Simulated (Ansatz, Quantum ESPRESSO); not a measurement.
# Complex bands of NaCl, rock salt type, lattice constant set to 5.871 Å, part 3 of 3

How good a tunnel barrier is NaCl, rock salt type, lattice constant set to 5.871 Å?

Quantum ESPRESSO 7.5; plane-wave DFT, PBE, SG15 norm-conserving pseudopotentials; cross-check by Ansatz 0.2.0 with PAW datasets.

So far. Step 2 (Self-consistent run): The run needed 7 iterations to bring the estimated error under 1e-09 Ry.

### Step 4. Complex bands with pwcond.x, with epsproj = 0.001

Level of this step: complex band structure by pwcond; plane-wave DFT, PBE, SG15 norm-conserving pseudopotentials (Quantum ESPRESSO).

A sensitivity test on the input.

cbs.w.in

```
&inputcond
  outdir = './out'
  prefixl = 'scf'
  band_file = 'cbs.w'
  ikind = 0
  ewind = 4.0
  epsproj = 0.001
  nz1 = 7
  energy0 = 6.9
  denergy = -0.23
/
4
  0.00000000 0.00000000 1.00000000
  0.50000000 0.00000000 1.00000000
  0.50000000 0.50000000 1.00000000
  0.25000000 0.00000000 1.00000000
40
```

Command:

```bash
$ OMP_NUM_THREADS=1 mpirun -n 2 pwcond.x -in cbs.w.in > cbs.w.out
```

Numbers of over 12 decimals in the logs are rounded to 6 here.

The log of the run:

```text
[banner, memory and clock lines left out]
Program PWCOND v.7.5 starts
[citation notice left out]

[...]
./out/scf.save/

     IMPORTANT: XC functional enforced from input :
     Exchange-correlation= PBE
                           (   1   4   3   4   0   0   0)
     Any further DFT definition will be discarded
     Please, verify this is what you really want

     Reading collected, re-writing distributed wavefunctions

===== INPUT FILE containing the left lead =====

     GEOMETRY:

     lattice parameter (alat)  =       7.8451  a.u.
     the volume                =     682.8147 (a.u.)^3
     the cross section         =      61.5449 (a.u.)^2
     l of the unit cell        =       1.4142 (alat)
     number of atoms/cell      =            4
     number of atomic types    =            2

     crystal axes: (cart. coord. in units of alat)
               a(1) = (  1.0000  0.0000  0.0000 )
               a(2) = (  0.0000  1.0000  0.0000 )
               a(3) = (  0.0000  0.0000  1.4142 )

   Cartesian axes

     site n.     atom                  positions (alat units)
          1        Na     tau(  1)=(  0.0000  0.0000  1.4142  )
          2        Cl     tau(  2)=(  0.5000  0.5000  1.4142  )
          3        Na     tau(  3)=(  0.5000  0.5000  0.7071  )
          4        Cl     tau(  4)=(  0.0000  0.0000  0.7071  )

     nr1s                      =           40
     nr2s                      =           40
     nr3s                      =           60
     nr1sx                     =           40
     nr2sx                     =           40
     nr3sx                     =           60
     nr1                       =           40
     nr2                       =           40
     nr3                       =           60
     nr1x                      =           40
     nr2x                      =           40
     nr3x                      =           60

 _______________________________
  Radii of nonlocal spheres:

     type       ibeta     ang. mom.          radius (alat units)
       Na         1         0                    0.1759
       Na         2         0                    0.1899
       Na         3         1                    0.2741
       Na         4         1                    0.2830
       Cl         1         0                    0.3059
       Cl         2         0                    0.4003
       Cl         3         1                    0.2078
       Cl         4         1                    0.2065
----- General information -----

----- Complex band structure calculation -----

     nrx                       =           40
     nry                       =           40
     nz1                       =            7

     energy0               =         6.9E+00
     denergy               =        -2.3E-01
     nenergy               =         40
     ecut2d                =         6.0E+01
     ewind                 =         4.0E+00
     epsproj               =         1.0E-03

     number of k_|| points=    4
                       cryst. coord.
        k(    1) = (   0.0000000   0.0000000), wk =   0.2500000
        k(    2) = (   0.5000000   0.0000000), wk =   0.2500000
        k(    3) = (   0.5000000   0.5000000), wk =   0.2500000
        k(    4) = (   0.2500000   0.0000000), wk =   0.2500000
----- Information about left lead -----

     nocros                   =           16
     noins                    =           16
     norb                     =           48
     norbf                    =           48
     nrz                      =           60

      iorb      type   ibeta   ang. mom.   m       position (alat)
        1        1       1        0        1   taunew(   1)=(  0.0000  0.0000  0.0000)
        2        1       2        0        1   taunew(   2)=(  0.0000  0.0000  0.0000)
[...]
48        2       4        1        3   taunew(  48)=(  0.5000  0.5000  1.4142)
    k slab    z(k)  z(k+1)     crossing(iorb=1,norb)
    1   0.0000 0.0236 0.0236   111111111111111100000000000000000000000000000000
    2   0.0236 0.0471 0.0236   111111111111111100000000000000000000000000000000
[...]
60   1.3906 1.4142 0.0236   000000000000000000000000000000001111111111111111
 ngper, shell number =          293          41
 ngper, n2d =          293          69
---  E-Ef =    6.9000000  k =    0.0000000   0.0000000
---  ie =          1  ik =          1
 Nchannels of the left tip =            1
 Right moving states:
   k1(2pi/a)   k2(2pi/a)   E-Ef (eV)
  -0.4072789  -0.0000000   6.9000000
 Left moving states:
   k1(2pi/a)   k2(2pi/a)   E-Ef (eV)
   0.4072789  -0.0000000   6.9000000

---  E-Ef =    6.6700000  k =    0.0000000   0.0000000
---  ie =          2  ik =          1
 Nchannels of the left tip =            1
 Right moving states:
   k1(2pi/a)   k2(2pi/a)   E-Ef (eV)
  -0.4635797  -0.0000000   6.6700000
 Left moving states:
   k1(2pi/a)   k2(2pi/a)   E-Ef (eV)
   0.4635797  -0.0000000   6.6700000
[... further energies and points left out ...]
---  E-Ef =   -1.8400000  k =    0.2500000   0.0000000
---  ie =         39  ik =          4
 Nchannels of the left tip =            0
 Right moving states:
   k1(2pi/a)   k2(2pi/a)   E-Ef (eV)
 Left moving states:
   k1(2pi/a)   k2(2pi/a)   E-Ef (eV)

---  E-Ef =   -2.0700000  k =    0.2500000   0.0000000
---  ie =         40  ik =          4
 Nchannels of the left tip =            0
 Right moving states:
   k1(2pi/a)   k2(2pi/a)   E-Ef (eV)
 Left moving states:
   k1(2pi/a)   k2(2pi/a)   E-Ef (eV)

[...]
```

The job ended after 87 s (2 MPI ranks of Intel Xeon Platinum 8259CL at 2.50GHz (Skylake/Cascade Lake), shared host; peak memory 0.13 GiB; 2.9 min of CPU time).

The changed values were drawn from a wide range, not chosen for quality; the comparison shows what they did here together.

Beside the run it was changed from:

```csv
quantity,this run,unchanged run,difference
peak of the smallest κ at the zone centre (Å⁻¹),0.388,0.388,0
wall time (s),87,185,
```

The physical values in this table stay within 0.05 %.

### Step 5. Cross-check with Ansatz

As a check, the same structure is run in Ansatz.

Level of this step: plane-wave DFT, PBE, Ansatz PAW (Ansatz 0.2.0).

input.yaml

```yaml
crystal:
  lattice:
    - [4.1514239123, 0.0, 0.0]
    - [0.0, 4.1514239123, 0.0]
    - [0.0, 0.0, 5.871]
  atoms:
    - { symbol: Na, position: [0.0, 0.0, 0.0] }
    - { symbol: Cl, position: [0.5, 0.5, 0.0] }
    - { symbol: Na, position: [0.5, 0.5, 0.5] }
    - { symbol: Cl, position: [0.0, 0.0, 0.5] }
kpoints:
  mp_grid: { grid: [6, 6, 6] }
hamiltonian:
  xc: pbe
scf:
  occupations: { method: fixed }
  convergence: { dr2_threshold: 1.0e-09 }
output:
  transmission:
    leads: [[0, 0]]
    kpoints: [[0, 0], [0.5, 0], [0.5, 0.5], [0.25, 0]]
    e_range: [-2.07, 6.9]
    de: 0.23
```

Command:

```bash
$ ansatz run input.yaml --threads 2 --pin off --max-ram 4096MiB --backend cpu --events-out ev --progress --plain --runs-dir out
```

The log of the run:

```text
Engine: ansatz 0.2.0, x86_64-unknown-linux-gnu
Pseudopotentials: kind: paw
Pseudopotential: Na, paw, valence charge 9, recommended cutoff 420 eV (normal), Na.paw.azcp
Pseudopotential: Cl, paw, valence charge 7, recommended cutoff 420 eV (normal), Cl.paw.azcp
Functional definition: PBE
  parameter kappa = 0.804
  parameter beta = 0.066725
  exchange = pbe_x(kappa = kappa, mu = beta*pi^2/3)
  correlation = pbe_c(beta = beta)
Crystal: 4 atoms, lattice volume = 101.183 Å³
Basis set: ecut = 420 eV, 1947 PW (Γ)
Bands: 20, of which v1, the nominal top of the filled ones, is band 16 counted from 1 (15 counted from 0)
Symmetry: 32 space group operations
Space group: Fm-3m (ITA 225), of the structure as read, at distance tolerance 4.7e-5 Å
k-points: 40 of 216
Non-local potential: Na, projectors of the file, l = 0: 3, l = 1: 2, l = 2: 1
Non-local potential: Cl, projectors of the file, l = 0: 2, l = 1: 2, l = 2: 2
PAW form: soft (Blöchl's): semilocal exchange-correlation on the pseudo side does not see the compensation charge
PAW one-centre angular grid: Na, 110 points (default); XC on 64 Gauss nodes
PAW one-centre angular grid: Cl, 110 points (default); XC on 64 Gauss nodes
Initial density: superposition of atomic densities (neutral atoms: chi_scale 0, normalization atom), corrected by the library's trained network
Initial wavefunctions: pseudopotential atomic-orbital guess
Functional: x = pbe(κ = 0.804, μ = 0.219515), c = pbe(β = 0.066725)
SCF iter   1: F=—  HF=-5139.060133 eV  |F-HF|=—  |Δ(HF+E_count)|=         —  Δρ=4.66e-4  dr2=1.89e-4  ethr=1.77e-3  ⟨swp⟩=4.3  Hψ=2922  notcnv=0  defer=68
preconditioner: auto → Resta (q_TF=auto, 2.252 Å⁻¹)  ε∞=2.6  [insulator: Δε(μ)=4.676 eV  Ē_g=11.756 eV  n_scr=20 (ndim 8)  ℏωp=14.8 eV  f_vac=0.061  ε∞_Penn≈2.6]
SCF iter   2: F=—  HF=-5139.058369 eV  |F-HF|=—  |Δ(HF+E_count)|=   1.76e-3  Δρ=4.24e-4  dr2=2.26e-4  ethr=5.91e-7  ⟨swp⟩=3.0  Hψ=2056  notcnv=0  defer=80
SCF iter   3: F=—  HF=-5139.058319 eV  |F-HF|=—  |Δ(HF+E_count)|=   4.99e-5  Δρ=2.58e-4  dr2=8.57e-5  ethr=5.91e-7  ⟨swp⟩=1.1  Hψ=847  notcnv=0  defer=57
SCF iter   4: F=—  HF=-5139.058293 eV  |F-HF|=—  |Δ(HF+E_count)|=   2.54e-5  Δρ=9.45e-5  dr2=1.16e-5  ethr=2.68e-7  ⟨swp⟩=2.0  Hψ=1017  notcnv=0  defer=6
SCF iter   5: F=—  HF=-5139.058291 eV  |F-HF|=—  |Δ(HF+E_count)|=   2.64e-6  Δρ=9.39e-5  dr2=1.04e-5  ethr=3.61e-8  ⟨swp⟩=3.0  Hψ=1611  notcnv=0  defer=1
SCF iter   6: F=—  HF=-5139.058288 eV  |F-HF|=—  |Δ(HF+E_count)|=   2.22e-6  Δρ=5.81e-5  dr2=4.01e-6  ethr=3.26e-8  ⟨swp⟩=1.0  Hψ=800  notcnv=0
SCF iter   7: F=—  HF=-5139.058289 eV  |F-HF|=—  |Δ(HF+E_count)|=   6.16e-7  Δρ=3.08e-5  dr2=1.13e-6  ethr=1.25e-8  ⟨swp⟩=1.9  Hψ=998  notcnv=0
SCF iter   8: F=—  HF=-5139.058290 eV  |F-HF|=—  |Δ(HF+E_count)|=   9.91e-7  Δρ=1.20e-5  dr2=1.77e-7  ethr=3.54e-9  ⟨swp⟩=2.2  Hψ=1034  notcnv=0
SCF iter   9: F=—  HF=-5139.058290 eV  |F-HF|=—  |Δ(HF+E_count)|=   5.46e-8  Δρ=4.00e-6  dr2=2.05e-8  ethr=5.52e-10  ⟨swp⟩=2.0  Hψ=1029  notcnv=0
SCF iter  10: F=-5139.058290 eV  HF=-5139.058290 eV  |F-HF|=2.73e-12  |Δ(HF+E_count)|=   6.91e-9  Δρ=1.40e-7  dr2=2.27e-11  ethr=3.13e-12  ⟨swp⟩=2.2  Hψ=2399  notcnv=0
SCF 1 converged in 10 iterations: F = -5139.058290 eV  dr2 = 2.27e-11
  greatest PAW one-centre occupation: 0.999 electrons in one spin orbital (limit 2), on the Na atom at site 2 (counted from 0), in its partial waves of l = 0
transmission: 8 of 32 steps passed
transmission: 16 of 32 steps passed
transmission: 24 of 32 steps passed
transmission: 32 of 32 steps passed
SCF converged after 10 iterations
Free energy (F): -5139.058290 eV
Harris-Foulkes:  -5139.058290 eV  (|F-HF|=2.73e-12)
Internal energy: -5139.058290 eV  (E = F + TS)
E sigma→0 (E₀):  -5139.058290 eV
Fermi energy:    0.259700 eV
--- Per-component energies (eV) ---
  E_band       = -498.072506
  E_kinetic    = 563.938000
  E_local      = -3176.053328  (includes V_loc(G=0)·N_el)
  E_nonlocal   = 286.755031
  E_hartree    = 1123.206417
  E_xc         = -293.221809
  E_vxc        = -345.457228  (∫ρ·V_xc dr)
  E_paw        = -1845.043077  (= ΣΔE_a)
  E_vpaw       = -73.667841  (= ΣTr[D̂ρ^β])
  E_aug_tail   = 0.000087  (compensation charges beyond the density's cutoff)
  E_ewald      = -1798.639612
  E_smearing   = -0.000000  (= −TS)
  E_closure    = -0.000000  (closes the sum)
  Σ components = -5139.058290   (vs F -5139.058290, Δ=0.00e0)
--- Band table (eV; the first three rows and the last of 40) ---
  k-point 0: bands = [... 12 lower, -0.2291, 0.2596, 0.2596, 0.2597, 4.9390, 7.4180, 8.3754, 10.7592]
  k-point 1: bands = [... 12 lower, -0.1993, 0.1036, 0.2235, 0.2235, 5.2167, 7.4608, 8.4848, 10.4863]
  k-point 2: bands = [... 12 lower, -0.1160, -0.1160, 0.1276, 0.1276, 5.9125, 7.3501, 8.8099, 10.0298]
  k-point 39: bands = [... 12 lower, -0.7079, -0.7079, -0.3497, -0.3497, 8.5588, 8.5588, 9.6028, 9.6028]
--- Transmission ---
  basis      : 145 plane waves across, 8 finite elements along
  points     : 4, as listed
  energies   : 40 from -2.070000 to 6.900000 eV about the Fermi level, 0.230000 eV apart; the leads are filled to 2.339648 eV, and channels, transmission and decay are at 2.300000 eV
  crystal 0  : Na2Cl2, at the sites [0, 0], period 5.8710 Å: whole cells are its period
    offset         : up to 0.0000 Å between an atom of the period and one for which it stands
    channels       : 0.000000e0 a spin
    conductance    : none, the energies end too early or step too widely for 300 K: set another output.transmission.e_range or a lower de, or, where they end at an eighth of basis.ecutwfc, a higher one
    slowest decay  : 0.3842 /Å at (0.0000, 0.0000)
```

Elapsed: 14 s, on 2 threads; peak memory 0.51 GiB; 28 s of CPU time.

Numbers from this step:

```
free energy                                      : -5139.0583 eV
gap by band count                                : 4.679 eV
symmetry operations                              : 32
slowest decay at the grid energy nearest mid-gap : 0.3842 Å⁻¹
peak of the smallest κ at the zone centre        : 0.3864 Å⁻¹
peak of the smallest κ at (1/4, 0)               : 0.6524 Å⁻¹
valence top, on the run's zero                   : 0.2597 eV
```

K across = (0, 0) in the cell's reciprocal vectors; values within 0.0025 1/Å of each other count once, columns are sorted by size at each energy, a dash where no further value was kept. Table of Im kz of the slowest decaying states by energy, zero at the highest filled level of the SCF mesh:

```csv
energy (eV),decay 1 (Å⁻¹),decay 2 (Å⁻¹),decay 3 (Å⁻¹)
-2.07,0.668,1.05,-
-1.61,0.422,0.684,0.917
-1.15,0.739,0.766,-
-0.69,0.438,0.794,-
-0.46,0.801,-,-
0.00,0.00136,0.00968,0.808
0.46,0.263,0.539,0.808
0.92,0.335,0.682,0.803
1.38,0.371,0.763,0.793
1.84,0.385,0.780,0.815
2.30,0.384,0.763,0.849
2.53,0.379,0.754,0.861
2.99,0.358,0.732,0.878
3.45,0.323,0.707,0.888
3.91,0.268,0.678,0.891
4.37,0.178,0.645,0.889
4.83,0.607,0.883,0.957
5.29,0.562,0.872,0.889
5.52,0.537,0.853,0.866
5.98,0.479,0.775,0.849
6.44,0.402,0.688,0.829
6.90,0.278,0.588,0.804
```

K across = (0, 0) in the cell's reciprocal vectors. Table of Re kz of states that move upwards by energy, zero at the highest filled level of the SCF mesh:

```csv
energy (eV),channel 1 (Å⁻¹),channel 2 (Å⁻¹),channel 3 (Å⁻¹)
-2.07,-,-,-
-1.61,-,-,-
-1.15,0.359,-,-
-0.69,-0.442,-,-
-0.46,-0.334,0.175,0.175
0.00,-,-,-
0.46,-,-,-
0.92,-,-,-
1.38,-,-,-
1.84,-,-,-
2.30,-,-,-
2.53,-,-,-
2.99,-,-,-
3.45,-,-,-
3.91,-,-,-
4.37,-,-,-
4.83,0.130,-,-
5.29,0.273,-,-
5.52,0.327,-,-
5.98,0.426,-,-
6.44,0.525,-,-
6.90,-0.430,-,-
```

K across = (1/2, 0) in the cell's reciprocal vectors; values within 0.0025 1/Å of each other count once, columns are sorted by size at each energy, a dash where no further value was kept. Im kz of the slowest decaying states against energy, zero at the highest filled level of the SCF mesh:

```csv
energy (eV),decay 1 (Å⁻¹),decay 2 (Å⁻¹),decay 3 (Å⁻¹)
-2.07,0.420,1.46,-
-1.84,0.313,1.43,-
-1.61,0.0952,1.41,-
-1.38,1.39,1.45,-
-1.15,0.0832,1.36,1.39
-0.92,0.147,1.32,1.34
-0.69,0.0860,1.23,1.32
-0.46,1.09,1.29,-
-0.23,0.673,1.27,-
0.00,0.263,1.01,1.25
0.46,0.438,1.16,1.20
0.69,0.491,1.18,1.19
0.92,0.533,1.15,1.21
1.15,0.567,1.13,1.22
1.38,0.594,1.11,1.22
1.61,0.616,1.09,1.22
1.84,0.634,1.07,1.22
2.07,0.647,1.05,1.22
2.30,0.657,1.03,1.21
2.53,0.664,1.01,1.20
2.76,0.667,0.987,1.19
2.99,0.668,0.969,1.18
3.22,0.666,0.950,1.17
3.45,0.662,0.932,1.16
3.68,0.655,0.914,1.15
3.91,0.646,0.896,1.13
4.14,0.634,0.878,1.12
4.37,0.621,0.860,1.10
4.83,0.586,0.824,1.07
5.06,0.564,0.805,1.05
5.29,0.540,0.785,1.03
5.52,0.512,0.765,1.01
5.75,0.480,0.744,0.994
5.98,0.444,0.723,0.973
6.21,0.401,0.700,0.951
6.44,0.348,0.676,0.929
6.67,0.280,0.652,0.906
6.90,0.176,0.625,0.882
```

K across = (1/2, 1/2) in the cell's reciprocal vectors; values within 0.0025 1/Å of each other count once, columns are sorted by size at each energy, a dash where no further value was kept. Im kz of the slowest decaying states against energy, zero at the highest filled level of the SCF mesh:

```csv
energy (eV),decay 1 (Å⁻¹),decay 2 (Å⁻¹),decay 3 (Å⁻¹)
-2.07,0.624,0.728,-
-1.84,0.521,0.692,-
-1.38,0.0951,0.599,-
-1.15,0.534,-,-
-0.92,0.442,-,-
-0.46,0.111,0.157,-
-0.23,0.314,0.386,-
0.00,0.410,0.468,-
0.46,0.522,0.549,-
0.69,0.558,0.572,-
0.92,0.587,-,-
1.38,0.608,0.627,-
1.61,0.614,0.641,-
1.84,0.617,0.652,-
2.30,0.616,0.666,-
2.53,0.613,0.670,-
2.99,0.603,0.672,-
3.22,0.596,0.670,-
3.45,0.587,0.667,-
3.91,0.565,0.657,-
4.14,0.552,0.649,-
4.37,0.538,0.641,-
4.83,0.504,0.619,-
5.06,0.485,0.606,-
5.29,0.463,0.592,-
5.75,0.412,0.557,-
5.98,0.381,0.537,-
6.21,0.347,0.515,-
6.67,0.256,0.462,-
6.90,0.189,0.430,1.49
```

K across = (1/4, 0) in the cell's reciprocal vectors; values within 0.0025 1/Å of each other count once, columns are sorted by size at each energy, a dash where no further value was kept. The Im kz of the slowest decaying states by energy, zero at the highest filled level of the SCF mesh:

```csv
energy (eV),decay 1 (Å⁻¹),decay 2 (Å⁻¹),decay 3 (Å⁻¹)
-2.07,0.529,1.16,1.24
-1.84,0.455,1.10,1.21
-1.61,0.355,1.03,1.18
-1.38,0.183,0.951,1.15
-1.15,0.00153,0.859,1.12
-0.92,0.0358,0.744,1.09
-0.69,0.584,1.07,-
-0.46,0.140,0.285,1.04
-0.23,0.122,1.02,-
0.00,0.210,0.246,0.996
0.46,0.427,0.657,0.959
0.69,0.483,0.745,0.943
0.92,0.526,0.809,0.928
1.15,0.558,0.860,0.914
1.38,0.584,0.900,1.42
1.61,0.605,0.887,0.935
1.84,0.621,0.875,0.965
2.07,0.633,0.862,0.991
2.30,0.642,0.849,1.01
2.53,0.648,0.836,1.04
2.76,0.651,0.823,1.06
2.99,0.652,0.810,1.08
3.22,0.651,0.796,1.11
3.45,0.648,0.782,1.16
3.68,0.642,0.767,1.19
3.91,0.635,0.752,1.18
4.14,0.619,0.630,0.736
4.37,0.533,0.691,0.720
4.83,0.428,0.684,0.727
5.06,0.371,0.665,0.738
5.29,0.304,0.644,0.746
5.52,0.214,0.623,0.753
5.75,0.600,0.758,0.997
5.98,0.576,0.764,0.968
6.21,0.549,0.769,0.937
6.44,0.521,0.777,0.902
6.67,0.490,0.793,0.857
6.90,0.455,0.810,0.892
```

### Step 6. Worked from the printed numbers

T falls as exp(−2κd). With κ = 0.385 1/Å, 10 Å of barrier pass exp(−2 × 0.385 × 10) = 4.5e-4 of that channel, interfaces aside.

### Step 7. What came out

- gap on the SCF mesh: 4.69 eV
- smallest κ at mid-gap among the four k points, at the zone centre: 0.385 Å⁻¹
- peak of the smallest κ in the stop band at the zone centre: 0.388 Å⁻¹
- peak of the smallest κ in the stop band at (1/4, 0): 0.655 Å⁻¹
- energy of the peak at the zone centre, over the highest filled level: 2.07 eV
- peak at the zone centre by Ansatz: 0.386 Å⁻¹

**Reading.** With a gap of 4.69 eV on the mesh, the smallest κ at mid-gap among the four k points, at the zone centre is 0.385 Å⁻¹ (PBE, SG15 norm-conserving). For a barrier with the Fermi level at mid-gap the slowest state found, at the zone centre, loses a factor of ten in probability every 3.0 Å or so. Stop bands away from the zone centre are mostly wider than the gap, so their peaks can lie above the conduction bottom. At the zone centre pwcond's peak is 0.388 and Ansatz's 0.386 1/Å, 0 % apart. The cell is the a/√2 one, turned by 45°, with two primitive cells, so X along [001] folds onto kz = 0. A semilocal gap is too small, often by a third to a half and by more in narrow-gap crystals, so real barriers decay faster.

[Logs are printed without paths, hosts, clocks, repeated set-up lines and the standing remarks that a program may print on its own settings, such as how far it seeks lower states.]

[Hosts, paths, dates, database ids (printed as entryN), source tags and the programs' standing remarks are cut or masked in the printed files.]

[Maps of the electrostatic potential energy from Ansatz leave out the sawtooth potential of an applied field or a dipole correction, so their vacuum need not be flat; planar profiles and work functions include it.]
